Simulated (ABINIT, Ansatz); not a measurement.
# AlGaAs2 (zincblende [001] superlattice) (P-4m2): G0W0 on several meshes in ABINIT

Aim: the GW shift of AlGaAs2 (zincblende [001] superlattice) (P-4m2) against the k mesh.

Calculated with ABINIT 10.8.3; PBEsol and many-body steps on it, plane waves.

This is a report of a sequence of runs, with most program output left out.

The structure was built from a prototype and need not be the compound's stable phase.

## Step 1: The starting structure

The structure is tetragonal, space group P-4m2 (No. 115). Conventional cell: a = 4.012 Å, b = 4.012 Å, c = 11.308 Å, α = 90.00°, β = 90.00°, γ = 90.00°. Ga has 4 As at 2.45 Å nearest. Nearest to As lie 4 Ga at 2.45 Å. Nearest to As lie 2 Al at 2.45 Å and 2 Ga at 2.45 Å. Al has 4 As at 2.45 to 2.46 Å nearest. As has 4 Al at 2.46 Å nearest. It derives from GaAs. Farther neighbours are not listed.

The structure was relaxed with PBEsol. The structure type comes from a generator and need not be one that this composition takes. The runs that relaxed it are not among those shown.

## Step 2: Empty states on the mesh, 4×4×1 mesh, 396 bands

This step: ABINIT 10.8.3; DFT, PBEsol, plane waves, norm-conserving pseudopotentials.

The sums over transitions need many empty states on a uniform mesh; this step solves for them.

File run.abi:

```
acell 3*1.0 Angstrom
rprim 
  4.012070640132 0.000000000000 0.000000000000
  0.000000000000 4.012070640132 0.000000000000
  0.000000000000 0.000000000000 11.307870973057
ntypat 3
znucl 31 33 13
natom 8
typat 1 2 1 2 3 2 3 2
xred 
  0.000000000000 0.000000000000 0.062888263453
  0.500000000000 0.000000000000 0.187500000000
  0.500000000000 0.500000000000 0.312111736547
  0.000000000000 0.500000000000 0.437186699053
  0.000000000000 0.000000000000 0.562163356889
  0.500000000000 0.000000000000 0.687500000000
  0.500000000000 0.500000000000 0.812836643111
  0.000000000000 0.500000000000 0.937813300947
pp_dirpath "pseudos"
pseudos "Ga.upf, As.upf, Al.upf"
ecut 45
ngkpt 4 4 1
nshiftk 1
shiftk 0 0 0
kptopt 1
chksymbreak 0
iscf -2
irdden 1
istwfk *1
nband 396
nbdbuf 36
tolwfr 1e-09
nstep 60
prtvol 0
indata_prefix "in"
outdata_prefix "out"
tmpdata_prefix "tmp"
```

The run is started by

```sh
> OMP_NUM_THREADS=1 mpirun -n 4 abinit run.abi > log
```

Elapsed: 15 min, on 4 MPI ranks of AMD EPYC 9R45, shared host; peak memory 1.2 GiB; 59 min of CPU time.

This step gave:

| Property | Result |
| --- | --- |
| gap | 1.055 eV |
| k of the valence top | 0, 0, 0 |
| k of the conduction bottom | 0, 0, 0 |
| least direct gap | 1.055 eV |
| k points computed | 6 |
| lowest point of the top converged band, above the valence top | 69.9629 eV |

On this mesh the gap is 1.055 eV.

The density comes from a self-consistent run that is not shown.

## Step 3: Screening, 4×4×1 mesh, 188 bands, screening to 141.5 eV

The RPA dielectric matrix is built and inverted for each q.

This step: RPA screening on PBEsol, plane waves, norm-conserving pseudopotentials.

run.abi, as its differences from that of step 2:

```diff
@@ -26,10 +26,11 @@
 chksymbreak 0
-iscf -2
-irdden 1
 istwfk *1
-nband 396
-nbdbuf 36
-tolwfr 1e-09
-nstep 60
-prtvol 0
+occopt 1
+irdwfk 1
+optdriver 3
+nband 188
+ecuteps 5.2
+inclvkb 2
+awtr 1
+symchi 1
 indata_prefix "in"
```

It took 6.4 min on 4 MPI ranks; peak memory 6.2 GiB.

Numbers from this step:

```
ε∞ with local fields, on this mesh, along the program's q direction : 24.20
the same without local fields                                       : 26.21
plasma frequency                                                    : 32.57 eV
plane waves in the screening matrix                                 : 689
```

Local fields lower ε∞ by 8 %. On a Γ-centred mesh this coarse the value itself is usually too large, while a short band sum pulls it down.

## Step 4: 4×4×1

The self-energy is evaluated for the states that the input lists, and the levels follow from it, in one-shot runs by the linearised quasiparticle equation.

This step: G0W0 on PBEsol, plane waves, norm-conserving pseudopotentials.

run.abi, as its differences from that of step 3:

```diff
@@ -29,8 +29,15 @@
 irdwfk 1
-optdriver 3
+optdriver 4
 nband 188
+gwcalctyp 0
+ecutsigx 45
+symsigma 1
+nkptgw 1
+kptgw 
+  0.0000000000 0.0000000000 0.0000000000
+bdgw 
+  69 72
 ecuteps 5.2
-inclvkb 2
-awtr 1
-symchi 1
+irdscr 1
+ppmodel 1
 indata_prefix "in"
```

It took 27 s on 4 MPI ranks; peak memory 3.4 GiB; 1.8 min of CPU time.

Numbers from this step:

```yaml
g0w0_gap_on_the_points_computed: 1.547 eV
starting_gap_on_the_mesh: 1.055 eV
k_of_the_valence_top: 0, 0, 0
k_of_the_conduction_bottom: 0, 0, 0
z_at_the_valence_top: 0.789
z_at_the_conduction_bottom: 0.803
least_direct_g0w0_gap_on_the_computed_points: 1.547 eV
```

The gap on the mesh goes from 1.05 eV to 1.55 eV, a correction of +0.49 eV.

## Step 5: Empty states on the mesh, 2×2×1 mesh, 206 bands

This step: DFT, PBEsol, plane waves, norm-conserving pseudopotentials.

run.abi, as its differences from that of step 4:

```diff
@@ -21,3 +21,3 @@
 ecut 45
-ngkpt 4 4 1
+ngkpt 2 2 1
 nshiftk 1
@@ -26,18 +26,10 @@
 chksymbreak 0
+iscf -2
+irdden 1
 istwfk *1
-occopt 1
-irdwfk 1
-optdriver 4
-nband 188
-gwcalctyp 0
-ecutsigx 45
-symsigma 1
-nkptgw 1
-kptgw 
-  0.0000000000 0.0000000000 0.0000000000
-bdgw 
-  69 72
-ecuteps 5.2
-irdscr 1
-ppmodel 1
+nband 206
+nbdbuf 18
+tolwfr 1e-09
+nstep 60
+prtvol 0
 indata_prefix "in"
```

The run is started by

```sh
> OMP_NUM_THREADS=1 mpirun -n 3 abinit run.abi > log
```

Wall time 2.7 min (3 MPI ranks); peak memory 0.54 GiB.

Numbers from this step:

```yaml
gap: 1.055 eV
k_of_the_valence_top: 0, 0, 0
k_of_the_conduction_bottom: 0, 0, 0
least_direct_gap: 1.055 eV
k_points_computed: 3
lowest_point_of_the_top_converged_band_above_the_valence_top: 36.14 eV
```

On this mesh the gap is 1.055 eV.

## Step 6: Screening, 2×2×1 mesh, 188 bands, screening to 141.5 eV

This step: RPA screening on PBEsol, plane waves, norm-conserving pseudopotentials.

run.abi, as its differences from that of step 5:

```diff
@@ -26,10 +26,11 @@
 chksymbreak 0
-iscf -2
-irdden 1
 istwfk *1
-nband 206
-nbdbuf 18
-tolwfr 1e-09
-nstep 60
-prtvol 0
+occopt 1
+irdwfk 1
+optdriver 3
+nband 188
+ecuteps 5.2
+inclvkb 2
+awtr 1
+symchi 1
 indata_prefix "in"
```

The run is started by

```sh
> OMP_NUM_THREADS=1 mpirun -n 4 abinit run.abi > log
```

Wall time 96 s (4 MPI ranks); peak memory 3.6 GiB.

Numbers from this step:

```
ε∞ with local fields, on this mesh, along the program's q direction : 64.69
the same without local fields                                       : 73.54
plasma frequency                                                    : 32.57 eV
plane waves in the screening matrix                                 : 689
```

## Step 7: 2×2×1

This step: G0W0 on PBEsol, plane waves, norm-conserving pseudopotentials.

run.abi, as its differences from that of step 6:

```diff
@@ -29,8 +29,15 @@
 irdwfk 1
-optdriver 3
+optdriver 4
 nband 188
+gwcalctyp 0
+ecutsigx 45
+symsigma 1
+nkptgw 1
+kptgw 
+  0.0000000000 0.0000000000 0.0000000000
+bdgw 
+  69 72
 ecuteps 5.2
-inclvkb 2
-awtr 1
-symchi 1
+irdscr 1
+ppmodel 1
 indata_prefix "in"
```

Elapsed: 14 s, on 4 MPI ranks; peak memory 2.2 GiB.

This step gave:

```
G0W0 gap on the points computed              : 1.532 eV
starting gap on the mesh                     : 1.055 eV
k of the valence top                         : 0, 0, 0
k of the conduction bottom                   : 0, 0, 0
Z at the valence top                         : 0.789
Z at the conduction bottom                   : 0.802
least direct G0W0 gap on the computed points : 1.532 eV
```

Against G0W0 in ABINIT (4×4×1 mesh, 188 bands, screening to 141.5 eV, Godby-Needs plasmon pole), the gap moves by −0.015 eV.

## Step 8: Empty states on the mesh, 4×4×2 mesh, 206 bands

This step: DFT, PBEsol, plane waves, norm-conserving pseudopotentials.

run.abi, as its differences from that of step 7:

```diff
@@ -21,3 +21,3 @@
 ecut 45
-ngkpt 2 2 1
+ngkpt 4 4 2
 nshiftk 1
@@ -26,18 +26,10 @@
 chksymbreak 0
+iscf -2
+irdden 1
 istwfk *1
-occopt 1
-irdwfk 1
-optdriver 4
-nband 188
-gwcalctyp 0
-ecutsigx 45
-symsigma 1
-nkptgw 1
-kptgw 
-  0.0000000000 0.0000000000 0.0000000000
-bdgw 
-  69 72
-ecuteps 5.2
-irdscr 1
-ppmodel 1
+nband 206
+nbdbuf 18
+tolwfr 1e-09
+nstep 60
+prtvol 0
 indata_prefix "in"
```

Wall time 6.7 min (4 MPI ranks); peak memory 1.1 GiB; 27 min of CPU time.

Numbers from this step:

```
gap                                                           : 1.055 eV
k of the valence top                                          : 0, 0, 0
k of the conduction bottom                                    : 0, 0, 0
least direct gap                                              : 1.055 eV
k points computed                                             : 12
lowest point of the top converged band, above the valence top : 36.14 eV
```

On this mesh the gap is 1.055 eV.

## Step 9: Screening, 4×4×2 mesh, 188 bands, screening to 141.5 eV

This step: RPA screening on PBEsol, plane waves, norm-conserving pseudopotentials.

run.abi, as its differences from that of step 8:

```diff
@@ -26,10 +26,11 @@
 chksymbreak 0
-iscf -2
-irdden 1
 istwfk *1
-nband 206
-nbdbuf 18
-tolwfr 1e-09
-nstep 60
-prtvol 0
+occopt 1
+irdwfk 1
+optdriver 3
+nband 188
+ecuteps 5.2
+inclvkb 2
+awtr 1
+symchi 1
 indata_prefix "in"
```

Wall time 14 min (4 MPI ranks); peak memory 11 GiB.

Numbers from this step:

```
ε∞ with local fields, on this mesh, along the program's q direction : 19.41
the same without local fields                                       : 21.23
plasma frequency                                                    : 32.57 eV
plane waves in the screening matrix                                 : 689
```

## Step 10: 4×4×2

This step: G0W0 on PBEsol, plane waves, norm-conserving pseudopotentials.

run.abi, as its differences from that of step 9:

```diff
@@ -29,8 +29,15 @@
 irdwfk 1
-optdriver 3
+optdriver 4
 nband 188
+gwcalctyp 0
+ecutsigx 45
+symsigma 1
+nkptgw 1
+kptgw 
+  0.0000000000 0.0000000000 0.0000000000
+bdgw 
+  69 72
 ecuteps 5.2
-inclvkb 2
-awtr 1
-symchi 1
+irdscr 1
+ppmodel 1
 indata_prefix "in"
```

Elapsed: 41 s, on 4 MPI ranks; peak memory 7.3 GiB; 2.7 min of CPU time.

This step gave:

```
G0W0 gap on the points computed              : 1.597 eV
starting gap on the mesh                     : 1.055 eV
k of the valence top                         : 0, 0, 0
k of the conduction bottom                   : 0, 0, 0
least direct G0W0 gap on the computed points : 1.597 eV
```

Against G0W0 in ABINIT (4×4×1 mesh, 188 bands, screening to 141.5 eV, Godby-Needs plasmon pole), the gap moves by +0.050 eV.

## Step 11: The runs together

Times are wall times on 4 MPI ranks of AMD EPYC 9R45, shared host, good to a factor of about two. A run's time includes the screening step that it read.

```tsv
run	mesh	bands	screening cutoff (eV)	DFT gap (eV)	gap on the mesh (eV)	direct (eV)	ε∞ used	time
4×4×1	4×4×1	188	141.5	1.055	1.547	1.547	24.20	6.8 min
2×2×1	2×2×1	188	141.5	1.055	1.532	1.532	64.69	1.8 min
4×4×2	4×4×2	188	141.5	1.055	1.597	1.597	19.41	14 min
```

## Step 12: Outcome

```yaml
4x4x1: 1.547 eV
2x2x1: 1.532 eV
4x4x2: 1.597 eV
known_limits: not at the basis limit; mesh may overstate the screening; no spin-orbit coupling; coarse k mesh
```

What this shows: 2×2×1: −0.015 eV against 4×4×1. 4×4×2: +0.050 eV against 4×4×1. Bands and cutoff are finite, so the gap is not at the basis limit. The miss can reach some tenths of an eV and take either sign; the mesh is an error of its own. In the G0W0 runs levels were corrected at 1 k point alone, so a gap called «on the mesh» is the least over those, and an edge elsewhere would be missed. The 4×4×1 mesh is coarse for this cell, which bears on the long-range parts of exchange and screening. For the PBEsol start: The RPA ε∞ on this mesh reaches over 25; with a narrow direct gap a coarse mesh can overstate it, and the correction is then too small. The many-body steps are scalar-relativistic: spin-orbit coupling is not in them.

[Paths, hosts, dates, memory and timing lines, banners, echoed tables and standing remarks are left out of the program output.]

[Logs are printed without paths, hosts, clocks, repeated set-up lines and the standing remarks that a program may print on its own settings, such as how far it seeks lower states.]

[Runs of the session that timed out or met a known fault of the program may be left out.]

[Hosts, paths, dates, database ids (printed as entryN), source tags and the programs' standing remarks are cut or masked in the printed files.]

[G0W0 gaps are taken among the corrected bands and points alone; a level outside them can change the order at an edge.]

[Where Ansatz stands beside ABINIT at settings called matched, ABINIT's density can come from a denser mesh and the files from another edition; pairs whose starting gaps differed by over 0.03 eV were left out, so agreement reads better than it is.]
